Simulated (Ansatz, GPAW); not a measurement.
# STM contrast on Mg/Ti(0001)

What would a tunnelling microscope show on Mg/Ti(0001)?

Method: Ansatz plane waves; slab in vacuum with a dipole correction, relaxation, in the first sound run; inputs show where later runs differ, in GPAW 26.7.0 and Ansatz 0.2.0.

Report form: the programs' logs are mostly left out.

## 1. The structure

The cell holds 17 atoms: 16 Ti and 1 Mg. Its edges and angles: a = 5.900 Å, b = 5.900 Å, c = 27.822 Å, α = 90.0°, β = 90.0°, γ = 60.0°. Vacuum lies along c.

## 2. Relaxation

Forces are removed first; all later runs use this geometry. The lowest 8 atoms are held at bulk positions and keep their forces.

Input file input.yaml:

```yaml
crystal:
  lattice:
    - [5.9, 0.0, 0.0]
    - [2.95, 5.1095498823, 0.0]
    - [0.0, 0.0, 27.8220986065]
  atoms:
    - { symbol: Ti, position: [0.3333333334, 0.3333333334, 0.3234838654] }
    - { symbol: Ti, position: [0.0, 0.0, 0.4076723385] }
    - { symbol: Ti, position: [0.3333333334, 0.3333333334, 0.4918608116] }
    - { symbol: Ti, position: [0.0, 0.0, 0.5760492847] }
    - { symbol: Ti, position: [0.3333333334, 0.8333333333, 0.3234838654] }
    - { symbol: Ti, position: [0.0, 0.5, 0.4076723385] }
    - { symbol: Ti, position: [0.3333333334, 0.8333333333, 0.4918608116] }
    - { symbol: Ti, position: [0.0, 0.5, 0.5760492847] }
    - { symbol: Ti, position: [0.8333333334, 0.3333333334, 0.3234838654] }
    - { symbol: Ti, position: [0.5, 0.0, 0.4076723385] }
    - { symbol: Ti, position: [0.8333333334, 0.3333333334, 0.4918608116] }
    - { symbol: Ti, position: [0.5, 0.0, 0.5760492847] }
    - { symbol: Ti, position: [0.8333333334, 0.8333333333, 0.3234838654] }
    - { symbol: Ti, position: [0.5, 0.5, 0.4076723385] }
    - { symbol: Ti, position: [0.8333333334, 0.8333333333, 0.4918608116] }
    - { symbol: Ti, position: [0.5, 0.5, 0.5760492847] }
    - { symbol: Mg, position: [0.25, 0.0, 0.6765161346] }
kpoints:
  mp_grid: { grid: [6, 6, 1] }
hamiltonian:
  xc: pbe
scf:
  occupations: { method: fermi_dirac, width: 0.1 }
efield:
  axis: 3
  dipole_correction: true
  ramp_width: 0.05
relax:
  f_tol: 0.02
  max_steps: 60
  constraints: [{ sites: [0, 1, 4, 5, 8, 9, 12, 13] }]
output:
  write_potential: true
  write_density: true
  volumetric_format: npy
```

Launch:

```
> ansatz run input.yaml --threads 4 --pin off --max-ram 8192MiB --backend cpu --events-out ev --progress --plain --runs-dir out
```

The job ended after 6.5 min (4 threads of Arm Neoverse V1, shared host; peak memory 2.5 GiB).

Step by step:

| step | energy less that of the first step (eV) | largest force component (eV/Å) |
| --- | --- | --- |
| 1 | 0.0000 | 0.9256 |
| 2 | -0.2651 | 0.7898 |
| 3 | -0.3954 | 0.3325 |
| 4 | -0.4423 | 0.1092 |
| 5 | -0.4581 | 0.0750 |
| 6 | -0.4682 | 0.0529 |
| 7 | -0.4738 | 0.0263 |
| 8 | -0.4749 | 0.0334 |
| 9 | -0.4752 | 0.0063 |

Forces are held to the 2 operations that the run works with; a distortion that breaks them can't arise in this run.

The atoms that moved most (Å):

| atom | dx | dy | dz | length |
| --- | --- | --- | --- | --- |
| Mg17 | 0.000 | -0.843 | -0.567 | 1.016 |
| Ti12 | -0.013 | -0.011 | -0.137 | 0.138 |
| Ti4 | 0.013 | -0.011 | -0.137 | 0.138 |
| Ti16 | 0.000 | 0.016 | -0.133 | 0.133 |
| Ti3 | -0.034 | 0.020 | 0.065 | 0.076 |
| Ti11 | 0.034 | 0.020 | 0.065 | 0.076 |
| Ti15 | 0.000 | -0.043 | 0.062 | 0.075 |
| Ti8 | 0.000 | -0.003 | 0.066 | 0.066 |

Final coordinates:

```
Ti Mg
1.0
     5.90000    0.00000    0.00000
     2.95000    5.10955    0.00000
     0.00000    0.00000   27.82210
Ti Mg
16 1
Direct
  0.33333 0.33333 0.32348
  0.00000 0.00000 0.40767
  0.32562 0.33720 0.49419
  0.00331 0.99788 0.57113
  0.33333 0.83333 0.32348
  0.00000 0.50000 0.40767
  0.33349 0.83301 0.49129
  0.00025 0.49949 0.57842
  0.83333 0.33333 0.32348
  0.50000 0.00000 0.40767
  0.83718 0.33720 0.49419
  0.49881 0.99788 0.57113
  0.83333 0.83333 0.32348
  0.50000 0.50000 0.40767
  0.83754 0.82491 0.49408
  0.49848 0.50304 0.57128
  0.33250 0.83501 0.65612
```

Numbers from this step:

```
free energy             : -41911.5793 eV
smearing term TS        : 0.9810 eV
symmetry operations     : 2
upper work function     : 3.042 eV
lower work function     : 4.411 eV
dipole along the normal : 0.2280 e·Å
dipole field            : 0.04920 V/Å
vacuum level above      : 5.346 eV
vacuum level below      : 6.715 eV
```

The electrostatic potential energy of an electron (with the applied field's), less the Fermi level, planar mean oscillates, so the rows of the table below give means over windows of 1 Å about each position, cut where the curve ends. Its maxima inside the range that stand out by 2 % of the span (Å: eV): 2.2: 4.41, 10.1: -0.181, 12.6: -0.194, 14.8: -1.19, 17.5: 1.59. Its minima: 9.0: -12.8, 11.3: -12.6, 13.8: -12.5, 15.9: -12.5, 18.3: -0.873.

Electrostatic potential energy of an electron (with the applied field's), less the Fermi level, planar mean against z; means over each step:

| z (Å) | electrostatic potential energy of an electron (with the applied field's), less the Fermi level, planar mean (eV) |
| --- | --- |
| 0 | 3.98 |
| 1 | 4.39 |
| 2 | 4.41 |
| 3 | 4.41 |
| 4 | 4.41 |
| 5 | 4.40 |
| 6 | 4.32 |
| 7 | 3.62 |
| 8 | -1.77 |
| 9 | -11.2 |
| 10 | -2.53 |
| 11 | -9.25 |
| 12 | -5.81 |
| 13 | -4.95 |
| 14 | -9.93 |
| 15 | -3.60 |
| 16 | -11.0 |
| 17 | -1.34 |
| 18 | 0.141 |
| 19 | 1.45 |
| 20 | 2.81 |
| 21 | 3.01 |
| 22 | 3.04 |
| 23 | 3.04 |
| 24 | 3.04 |
| 25 | 3.04 |
| 26 | 3.04 |
| 27 | 3.11 |

The valence density, planar mean oscillates, so the rows of the table below give means over windows of 2.32 Å about each position, cut where the curve ends. Its maxima inside the range that stand out by 2 % of the span (Å: e/Å³): 9.0: 1.49, 11.3: 1.49, 13.8: 1.48, 15.9: 1.47, 18.3: 0.455. Its minima: 10.1: 0.191, 12.5: 0.183, 14.8: 0.218, 17.5: 0.0728.

The valence density, planar mean by z; means over each step:

z (Å), valence density, planar mean (e/Å³) and a bar:
```
     3.48       0.00 
     5.80       0.00 
     8.12       0.50 ####################
    10.44       0.68 ###########################
    12.76       0.65 ##########################
    15.08       0.74 ##############################
    17.40       0.29 ############
    19.72       0.02 #
    22.04       0.00 
    24.36       0.00
```

The relaxation lowered the energy of the cell by 0.475 eV.

## 3. The slab's potential

With the geometry fixed, the planar mean of the potential gives the vacuum level on each side.

This step: GPAW, PAW setups; slab in vacuum (GPAW 26.7.0).

Input file run.py:

```python
import json
import numpy as np
from ase import Atoms
from ase.dft.stm import STM
from gpaw import GPAW, PW

slab = Atoms(
    ['Ti', 'Ti', 'Ti', 'Ti', 'Ti', 'Ti', 'Ti', 'Ti', 'Ti', 'Ti', 'Ti', 'Ti', 'Ti', 'Ti', 'Ti', 'Ti', 'Mg'],
    positions=[
        [2.95000, 1.70318, 9.00000],
        [-0.00000, 0.00000, 11.34230],
        [2.91591, 1.72296, 13.74942],
        [0.01329, -0.01081, 15.88993],
        [4.42500, 4.25796, 9.00000],
        [1.47500, 2.55477, 11.34230],
        [4.42500, 4.25632, 13.66883],
        [1.47500, 2.55217, 16.09297],
        [5.90000, 1.70318, 9.00000],
        [2.95000, 0.00000, 11.34230],
        [5.93409, 1.72296, 13.74942],
        [2.93671, -0.01081, 15.88993],
        [7.37500, 4.25796, 9.00000],
        [4.42500, 2.55477, 11.34230],
        [7.37500, 4.21493, 13.74630],
        [4.42500, 2.57033, 15.89432],
        [1.47500, -0.84303, 18.25470]],
    cell=[[5.9, 0.0, 0.0], [2.95, 5.10955, 0.0], [0.0, 0.0, 27.8221]],
    pbc=[True, True, False])

slab.calc = GPAW(mode=PW(400), xc='PBE', kpts={'size': (6, 6, 1), 'gamma': True},
                 occupations={'name': 'fermi-dirac', 'width': 0.1}, nbands='140%',
                 convergence={'density': 1e-05}, maxiter=200,
                 poissonsolver={'dipolelayer': 'xy'},
                 symmetry={'tolerance': 1e-3}, txt='slab.txt')
result = {}
energy = slab.get_potential_energy()
fermi = slab.calc.get_fermi_level()
v = slab.calc.get_electrostatic_potential().mean((0, 1)) - fermi
n = slab.calc.get_pseudo_density().mean((0, 1))
L = slab.cell[2, 2]
z = np.arange(len(v)) * L / len(v)
low, high = slab.positions[:, 2].min(), slab.positions[:, 2].max()
below, above = np.interp([low - 6.8, high + 6.8], z, v)
slopes = [np.interp(x, z, np.gradient(v, z)) for x in (low - 6.8, high + 6.8)]
eps = np.array([[slab.calc.get_eigenvalues(k, s) for k in range(len(slab.calc.get_ibz_k_points()))]
                for s in range(slab.calc.get_number_of_spins())]) - fermi
top, bottom = eps[eps < 0].max(), eps[eps > 0].min()
dipole = slab.get_dipole_moment()[2]
print(f'energy {energy:.4f} eV, Fermi level {fermi:.4f} eV, dipole {dipole:.5f} e A')
print(f'potential 6.8 A off the faces, from the Fermi level: lower {below:.4f} eV, upper {above:.4f} eV')
print(f'slope of the potential there: lower {slopes[0]:.5f}, upper {slopes[1]:.5f} eV/A')
print(f'nearest levels on the mesh: {top:.4f} and {bottom:.4f} eV')
print('magnetic moment', round(slab.get_magnetic_moment(), 3))
result.update(energy=energy, fermi=fermi, dipole=dipole, below=below, above=above, slopes=slopes, edges=[top, bottom],
              z=z.tolist(), v=v.tolist(), n=n.tolist(), positions=slab.positions.tolist(),
              forces=slab.get_forces(apply_constraint=False).tolist(), moments=slab.get_magnetic_moments().tolist())

# Images need the states of the whole zone, up to time reversal
slab.calc = slab.calc.fixed_density(symmetry={'point_group': False}, txt='states.txt',
                                    convergence={'bands': 'CBM+1.8'})
stm = STM(slab)
result['stm'] = []
for bias in [-2.0, -1.0, 1.5]:
    height = high + 4.0
    current = stm.get_averaged_current(bias, height)
    x, y, h = stm.scan(bias, current)
    i, f = divmod(height / L * stm.ldos.shape[2], 1)
    I = abs((1 - f) * stm.ldos[:, :, int(i)] + f * stm.ldos[:, :, int(i) + 1])
    print(f'bias {bias} V: mean current at 4.0 A {current:.4e}, corrugation {np.ptp(h):.4f} A')
    result['stm'].append(dict(bias=bias, current=current, h=(h - high).tolist(), I=I.tolist()))
json.dump(result, open('result.json', 'w'))
```

Launch:

```
> OMP_NUM_THREADS=1 OPENBLAS_NUM_THREADS=1 python run.py
```

Run time: 1.8 h. Hardware: 1 thread; peak memory 2.2 GiB.

Numbers from this step:

| Quantity | Value |
| --- | --- |
| dipole along the normal | 0.2289 e·Å |
| levels nearest the Fermi level on the mesh | -2.25e-4, 6.84e-5 eV from the Fermi level |
| lower work function | 4.416 eV |
| corrugation -2 | 0.6497 Å |
| corrugation -1 | 0.5972 Å |
| corrugation 1.5 | 1.052 Å |

The electrostatic potential energy of an electron (without an applied field's), less the Fermi level, planar mean oscillates, so the rows of the table below give means over windows of 2.37 Å about each position, cut where the curve ends. Its maxima inside the range that stand out by 2 % of the span (Å: eV): 1.5: 4.42, 10.2: -0.196, 12.6: -0.147, 14.8: -1.15, 17.5: 1.59. Its minima: 9.0: -19.6, 11.3: -19.5, 13.7: -19.3, 16.0: -19.0, 18.2: -0.338.

Table of electrostatic potential energy of an electron (without an applied field's), less the Fermi level, planar mean by z; means over each step:

| z (Å) | electrostatic potential energy of an electron (without an applied field's), less the Fermi level, planar mean (eV) |
| --- | --- |
| 1.19 | 4.36 |
| 3.56 | 4.41 |
| 5.93 | 4.26 |
| 8.29 | -6.63 |
| 10.67 | -8.25 |
| 13.04 | -8.11 |
| 15.41 | -8.82 |
| 17.77 | 0.120 |
| 20.14 | 2.72 |
| 22.52 | 3.04 |
| 24.89 | 3.04 |
| 27.25 | 3.08 |

The pseudo valence density, planar mean oscillates, so the rows of the table below give means over windows of 2.37 Å about each position, cut where the curve ends. Its maxima inside the range that stand out by 2 % of the span (Å: e/Å³): 9.1: 1.59, 11.3: 1.62, 13.8: 1.57, 15.9: 1.54, 18.3: 0.437. Its minima: 10.1: 0.193, 12.6: 0.181, 14.8: 0.217, 17.5: 0.0744.

Pseudo valence density, planar mean against z; means over each step:

| z (Å) | pseudo valence density, planar mean (e/Å³) |
| --- | --- |
| 3.56 | 2.2e-5 |
| 5.93 | 0.00426 |
| 8.29 | 0.574 |
| 10.67 | 0.676 |
| 13.04 | 0.672 |
| 15.41 | 0.700 |
| 17.77 | 0.195 |
| 20.14 | 0.00619 |
| 22.52 | 6.4e-5 |

Tip height over the top atom over a1 and a2. Sample bias -2 V, constant current at the mean current 4.0 Å over the top atom.

Ten even steps from '_' (3.67 Å) to '@' (4.32 Å), each cell a mean:
```
****####%%%%@@@@@@@@@@%%%%##****++==--::::....::::--==++
++**####%%@@@@@@@@@@@@@@%%%%##****++==--::::::::::--====
++**####%%%%@@@@@@@@@@@@@@%%%%##**++====--::::::::::--==
==++**####%%@@@@@@@@@@@@@@@@%%####**++==----::::::::----
--==++**##%%%%@@@@@@@@@@@@@@%%%%##****++==--::::....::--
--====++**####%%@@@@@@@@@@@@%%%%####**++==--::::......::
::--====++**####%%%%@@@@@@%%%%%%####**++==--::::........
..::::--==++****####%%%%%%%%%%######**++==----::....__..
__....::--==++++****##############****++==----::....____
____....::--====++++******####******++++==--::::..______
______....::::--====++++++******++++++====--::::....____
________......::----========++++========----::::....____
________........::::--------======--------::::::......__
..................::::::::------------::::::::::........
::::::::::::::::::::::::::::::::::::::::::::::::::::::::
--------------::::::::::......................::::::::::
--============--------::::::..................::::::----
====++++++++++++======----::::................::::----==
++++**************++++====--::::..............::::--====
++****############****++++==----::::..........::::--====
++**########%%%%######****++====--::::........::::--==++
****####%%%%%%%%%%%%%%####**++++==--::::......::::--==++
```
Columns: a1 from 0 to 0.964; rows upwards: a2 from 0 to 0.964.

Local density of states summed over the bias window over a1 and a2. Sample bias -2 V, constant height 4.0 Å over the top atom.

Ten even steps from '0' (1.13 × 1e-5 arbitrary) to '9' (3.98 × 1e-5 arbitrary), each cell a mean:
```
3456778888876543321100001122
3456788999987654322110001112
3345678999998765432211000112
2345678999999876543211000011
1234567899999876543221100001
1123456788998876554321100000
0122345667888776554321100000
0011234456677766544321100000
0001122344555555543321100000
0000012233444444433221100000
0000001122333333332221100000
0000000011122222222211100000
0000000001111122211111000000
0000000000011111111111000000
0000000000000000000000000000
1111111111000000000000000111
1222222111111000000000001111
2223333222111100000000001112
2334444433222110000000001122
3344555554433211000000001122
3455666665544322110000001123
3456677777665432211000001123
```
Columns: a1 from 0 to 0.964; rows upwards: a2 from 0 to 0.964.

Tip height over the top atom over a1 and a2. Sample bias -1 V, constant current at the mean current 4.0 Å over the top atom.

Ten even steps from '0' (3.70 Å) to '9' (4.29 Å), each cell a mean:
```
6678889999888766544322223345
5677899999998876654332223344
5677889999999887655433222334
4567789999999987765433222234
4456788999999988766543222223
3445678889999988776543221112
2344567788899888776543221111
1223456677888887766543221101
0112345567777777766543321000
0011234456666776665543221000
0001123344556666655443221000
0000112233444555544433221100
0000111223334444444333221110
1111111122233333333332222111
2222222222222223333222222222
3333333322222222222222222223
3444444433332222222222223333
4455555544433322222222223344
5566666665544333222222233344
5667777776655443322222233445
6677778877766554332222233445
6677888888877665433222223445
```
Columns: a1 from 0 to 0.964; rows upwards: a2 from 0 to 0.964.

Local density of states summed over the bias window over a1 and a2. Sample bias -1 V, constant height 4.0 Å over the top atom.

Values in units of 1e-5 arbitrary, 12 rows by 16 columns, each cell a mean:
```
1.5 1.7 1.9 2.1 2.2 2.2 2.0 1.8 1.6 1.4 1.2 1.0 1.0 1.0 1.1 1.2
1.3 1.6 1.9 2.1 2.3 2.3 2.3 2.1 1.8 1.6 1.3 1.1 1.0 1.0 1.0 1.1
1.2 1.4 1.6 1.9 2.1 2.3 2.3 2.2 1.9 1.7 1.4 1.2 1.0 0.9 0.9 1.0
1.0 1.1 1.4 1.6 1.8 2.0 2.1 2.1 1.9 1.7 1.5 1.3 1.0 0.9 0.8 0.9
0.8 0.9 1.1 1.3 1.5 1.6 1.8 1.8 1.7 1.6 1.4 1.3 1.1 0.9 0.8 0.8
0.8 0.8 0.9 1.0 1.2 1.3 1.4 1.5 1.5 1.4 1.3 1.2 1.0 0.9 0.8 0.8
0.8 0.8 0.8 0.9 1.0 1.1 1.1 1.2 1.2 1.2 1.2 1.1 1.0 0.9 0.8 0.8
0.9 0.8 0.9 0.9 0.9 0.9 1.0 1.0 1.0 1.0 1.0 1.0 1.0 0.9 0.9 0.9
1.0 1.0 1.0 1.0 1.0 1.0 1.0 1.0 1.0 0.9 0.9 0.9 1.0 1.0 1.0 1.0
1.2 1.3 1.3 1.3 1.3 1.2 1.1 1.1 1.0 0.9 0.9 0.9 0.9 1.0 1.1 1.1
1.4 1.5 1.6 1.6 1.6 1.5 1.4 1.2 1.1 1.0 0.9 0.9 0.9 1.0 1.1 1.2
1.5 1.7 1.8 1.9 1.9 1.8 1.7 1.5 1.3 1.1 1.0 1.0 0.9 1.0 1.1 1.3
```
Columns: a1 from 0 to 0.964; rows upwards: a2 from 0 to 0.964.

Tip height over the top atom over a1 and a2. Sample bias 1.5 V, constant current at the mean current 4.0 Å over the top atom.

Values in Å, 12 rows by 16 columns, each cell a mean:
```
4.10 4.22 4.32 4.38 4.40 4.39 4.36 4.28 4.17 4.03 3.86 3.71 3.60 3.64 3.77 3.93
4.04 4.18 4.29 4.37 4.42 4.44 4.42 4.37 4.28 4.16 4.01 3.85 3.70 3.65 3.72 3.86
3.93 4.08 4.21 4.32 4.39 4.42 4.42 4.40 4.33 4.23 4.11 3.95 3.78 3.67 3.66 3.76
3.77 3.92 4.07 4.19 4.29 4.35 4.37 4.36 4.32 4.25 4.14 4.01 3.84 3.70 3.61 3.63
3.61 3.73 3.88 4.02 4.13 4.21 4.26 4.27 4.25 4.20 4.12 4.00 3.85 3.71 3.59 3.54
3.50 3.57 3.69 3.81 3.94 4.02 4.09 4.12 4.12 4.10 4.04 3.95 3.83 3.70 3.59 3.51
3.52 3.53 3.57 3.64 3.73 3.80 3.86 3.91 3.93 3.92 3.89 3.84 3.76 3.68 3.60 3.55
3.65 3.65 3.65 3.65 3.66 3.67 3.68 3.70 3.71 3.71 3.70 3.69 3.67 3.65 3.64 3.64
3.81 3.83 3.84 3.82 3.77 3.72 3.66 3.59 3.55 3.52 3.51 3.53 3.58 3.64 3.70 3.76
3.96 4.01 4.04 4.03 3.99 3.92 3.83 3.71 3.58 3.47 3.41 3.42 3.51 3.63 3.76 3.87
4.06 4.14 4.19 4.20 4.18 4.13 4.04 3.93 3.77 3.61 3.48 3.43 3.50 3.64 3.79 3.94
4.11 4.21 4.28 4.32 4.32 4.29 4.22 4.13 3.98 3.83 3.66 3.54 3.53 3.64 3.80 3.96
```
Columns: a1 from 0 to 0.964; rows upwards: a2 from 0 to 0.964.

Local density of states summed over the bias window over a1 and a2. Sample bias 1.5 V, constant height 4.0 Å over the top atom.

Ten even steps from '_' (1.51 × 1e-4 arbitrary) to '@' (6.08 × 1e-4 arbitrary), each cell a mean:
```
--==++**##%%%%%%%%%%%%##**++==--::::....__________....::
--==++**##%%%%@@@@@@@@%%##**++==--::::....________....::
::--==++##%%%%@@@@@@@@@@%%##**++==--::......______....::
::--==++**##%%@@@@@@@@@@@@%%##**++==--::....________....
::::--==++**##%%@@@@@@@@@@%%##**++==--::::....______....
..::::--==++**##%%%%@@@@%%%%####**++==--::....________..
....::::--==++**####%%%%%%%%##****++==--::....__________
__....::::--====++****######****++====--::::....________
______....::----====++++++**++++++==----::::....________
________....::::----==============----::::......________
__________......::::----------------::::::......________
______________........::::::::::::::::::......__________
__________________............................__________
________________________..................______________
............____________________________________________
....................________________________________....
..::::::::::::::........__________________________......
::::----------::::::......________________________....::
::----==========----::::......__________________......::
----====++++++++++====--::::....________________....::::
--====++**********++++==----::....______________....::::
--==++****##########**++++==--::....____________....::::
```
Columns: a1 from 0 to 0.964; rows upwards: a2 from 0 to 0.964.

(Part 1 of 2 ends here.)

[Logs are printed without paths, hosts, clocks, repeated set-up lines and the standing remarks that a program may print on its own settings, such as how far it seeks lower states.]

[Hosts, paths, dates, database ids (printed as entryN), source tags and the programs' standing remarks are cut or masked in the printed files.]
